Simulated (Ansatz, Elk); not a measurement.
# Be5Ge2: X-ray structure factors from the self-consistent density, part 2 of 2

The structure of Be5Ge2 used here is made up (a known structure type with other elements) and was relaxed beforehand with r2SCAN. The aim is the Fourier transform of its all-electron density, F(hkl), set beside the sum over free spherical atoms that refinements use.

Elk 11.2.3 (patched build); all-electron DFT.

So far: Set-up; Ground state and structure factors; The highest occupied states alone.

The structure was built from a prototype and need not be the compound's stable phase.

### 4. Another try

Level of this step: DFT, PBE, all-electron APW+lo, Dirac cores, scalar-relativistic bands, static density, no spin (Elk).

In this try the input is made faulty on purpose, to show what that does.

The input is changed as shown.

File elk.in:

```
tasks
  0
  195

xctype
  20

spinpol
  .false.

rgkmax
  7.0

gmaxvr
  14.0

lmaxo
  7

lmaxapw
  8

swidth
  0.002

tshift
  .false.

ramdisk
  .false.

hmaxvr
  5.5

maxscl
  40

epspot
  1e-06

sppath
  './'

scale
  0.52917721

avec
  3.48981962042 2.01484829691 13.47743191612
  -3.48981962042 2.01484829691 13.47743191612
  -0.00000000000 -4.02969659490 13.47743191596

atoms
  2
  'Ge.in'
  2
  0.7565456502 0.7565456502 0.7565456502   0.000000 0.000000 0.000000
  0.2434543498 0.2434543498 0.2434543498   0.000000 0.000000 0.000000
  'Be.in'
  5
  0.0000000000 0.0000000000 0.0000000000   0.000000 0.000000 0.000000
  0.8581674058 0.8581674058 0.8581674058   0.000000 0.000000 0.000000
  0.3487058334 0.3487058334 0.3487058334   0.000000 0.000000 0.000000
  0.1418325942 0.1418325942 0.1418325942   0.000000 0.000000 0.000000
  0.6512941666 0.6512941666 0.6512941666   0.000000 0.000000 0.000000

ngridk
  7 7 7
```

On the command line:

```sh
$ OMP_NUM_THREADS=4 elk
```

Numbers of over 12 decimals in the logs are rounded to 6 here.

The program printed:

```text
┌─────────────────────────┐
│ Elk code version 11.2.3 │
└─────────────────────────┘

All units are atomic (Hartree, Bohr, etc.)

┌─────────────────────────────────────────────────┐
│ Ground-state run starting from atomic densities │
└─────────────────────────────────────────────────┘

Lattice vectors :
   1.846733010       1.066211800       7.131949819
  -1.846733010       1.066211800       7.131949819
  -0.000000000      -2.132423601       7.131949819

Reciprocal lattice vectors :
   1.701162343      0.9821665364      0.2936637463
[...]
┌──────────────────────────────┐
│ Self-consistent loop stopped │
└──────────────────────────────┘

Warning : levels lie under every linearisation energy and are empty :   -3.956154105      -3.075900000

Warning : the lowest level lies among the core levels :   -3.956154105     -0.9317934011

Warning : core states of species 1 leak from the muffin-tin :   0.3191251863

Warning : core states of species 2 leak from the muffin-tin :   0.2230548385

Warning : the occupied levels lie far from the species files' linearisation energy :   0.7820478299

Warning : more electrons lie deep than the shells out of the core hold :   12.0000       0.00000

Wrote STATE.OUT
[key lines of the parts left out:]
total energy                :     -4333.5009261668
```

Elapsed: 26 s, on 4 threads of AMD EPYC 9B45 (Zen 5), shared host; peak memory 0.17 GiB.

The run finished. A setting was moved off its sound value on purpose, so it serves as a test and not as the result.

The fault put into the input: lattice vectors in angstrom read as bohr.

Its structure factors differ from the first run's by R = 36.1 %.

### 5. Another functional

The difference from free atoms is small, so it is set against the change that LDA (Perdew-Wang) makes.

Edit elk.in of step 4 so:

```diff
@@ -5,3 +5,3 @@
 xctype
-  20
+  3
 
@@ -35,3 +35,3 @@
 maxscl
-  40
+  120
 
@@ -42,5 +42,2 @@
   './'
-
-scale
-  0.52917721
```

On the command line:

```sh
$ OMP_NUM_THREADS=4 elk
```

The program printed:

```text
┌─────────────────────────┐
│ Elk code version 11.2.3 │
└─────────────────────────┘

All units are atomic (Hartree, Bohr, etc.)

┌─────────────────────────────────────────────────┐
│ Ground-state run starting from atomic densities │
└─────────────────────────────────────────────────┘

Lattice vectors :
   3.489819620       2.014848297       13.47743192
  -3.489819620       2.014848297       13.47743192
  -0.000000000      -4.029696595       13.47743192

Reciprocal lattice vectors :
  0.9002163422      0.5197401475      0.1554001620
[...]
species : 2 (Be)
[...]
atom 4                    :    2.713248000     (  0.1694488322E-02)
   atom 5                    :    2.778062328     (  0.1722038093E-02)
 total in muffin-tins        :    74.64840389
 total calculated charge     :    83.99041430
 total charge                :    84.00000000
 error                       :   0.9585696114E-02

┌──────────────────────────────┐
│ Self-consistent loop stopped │
└──────────────────────────────┘

Warning : core states of species 1 leak from the muffin-tin :   0.5438274256E-03

Warning : core states of species 2 leak from the muffin-tin :   0.1722038093E-02

Wrote STATE.OUT
[key lines of the parts left out:]
total energy                :     -4265.2910260897
```

Wall time 17 s (4 threads); peak memory 0.22 GiB.

Against the first run R = 0.12 %; the largest change is -0.082 at 300.

### 6. Basis size

A smaller basis shows how fast F responds to it; the change is likely larger than the basis error of the first run, but doesn't show convergence.

Edit elk.in of step 5 so:

```diff
@@ -5,3 +5,3 @@
 xctype
-  3
+  20
 
@@ -11,3 +11,3 @@
 rgkmax
-  7.0
+  5.5
```

On the command line:

```sh
$ OMP_NUM_THREADS=4 elk
```

The program printed:

```text
┌─────────────────────────┐
│ Elk code version 11.2.3 │
└─────────────────────────┘

All units are atomic (Hartree, Bohr, etc.)

┌─────────────────────────────────────────────────┐
│ Ground-state run starting from atomic densities │
└─────────────────────────────────────────────────┘

Lattice vectors :
   3.489819620       2.014848297       13.47743192
  -3.489819620       2.014848297       13.47743192
  -0.000000000      -4.029696595       13.47743192

Reciprocal lattice vectors :
  0.9002163422      0.5197401475      0.1554001620
[...]
species : 2 (Be)
[...]
atom 4                    :    2.708361090     (  0.1559712115E-02)
   atom 5                    :    2.769619836     (  0.1582743055E-02)
 total in muffin-tins        :    74.53693108
 total calculated charge     :    83.99130873
 total charge                :    84.00000000
 error                       :   0.8691268529E-02

┌──────────────────────────────┐
│ Self-consistent loop stopped │
└──────────────────────────────┘

Warning : core states of species 1 leak from the muffin-tin :   0.5332349999E-03

Warning : core states of species 2 leak from the muffin-tin :   0.1582743055E-02

Wrote STATE.OUT
[key lines of the parts left out:]
total energy                :     -4271.9166655518
```

Wall time 19 s (4 threads); peak memory 0.23 GiB; 53 s of CPU time.

Against the first run R = 0.01 %; the largest change is +0.013 at 0 1 14.

### 7. Settings against the effect

| run | R against the first run (%) | R against neutral atoms, low angle (%) | wall time |
| --- | --- | --- | --- |
| PBE, rgkmax 7 | 0.00 | 0.77 | 26 s |
| LDA (Perdew-Wang) | 0.12 | 0.77 | 17 s |
| rgkmax 5.5 | 0.01 | 0.77 | 19 s |

### 8. Results

| Property | Result |
| --- | --- |
| R against neutral atoms, sin θ/λ < 0.3 Å⁻¹ | 0.77 % |
| R against neutral atoms, 0.3 to 0.76 Å⁻¹ | 0.28 % |

What this shows: Independent neutral atoms miss the calculated amplitudes by R = 0.77 % below 0.3 Å⁻¹ and 0.28 % from there to 0.76 Å⁻¹; by shells, 1.81 % below 0.15 Å⁻¹ (2 forms), 0.72 % 0.15 to 0.3 (11 forms), 0.37 % 0.3 to 0.45 (25 forms), 0.26 % above 0.45 (111 forms). Bonding, aspherical density and the tables' own atoms all enter these figures, and the runs don't part them. The largest change of an amplitude is -0.75 electrons, at 006. The window's part falls from 16.1 electrons at the origin to at most 0.19 between 0.45 and 0.76 Å⁻¹. Below 0.3 Å⁻¹ the changes that finished (LDA (Perdew-Wang) and rgkmax 5.5) move F by R = 0.04 % at most, against the 0.77 % that separates it from free atoms. The k-mesh has no finished test. Part of the difference isn't bonding: the tables are fits to free atoms and ions calculated by other methods than this functional. Thermal motion, anomalous dispersion and extinction are left out.

[Logs are printed without paths, hosts, clocks, repeated set-up lines and the standing remarks that a program may print on its own settings, such as how far it seeks lower states.]

[Hosts, paths, dates, database ids (printed as entryN), source tags and the programs' standing remarks are cut or masked in the printed files.]
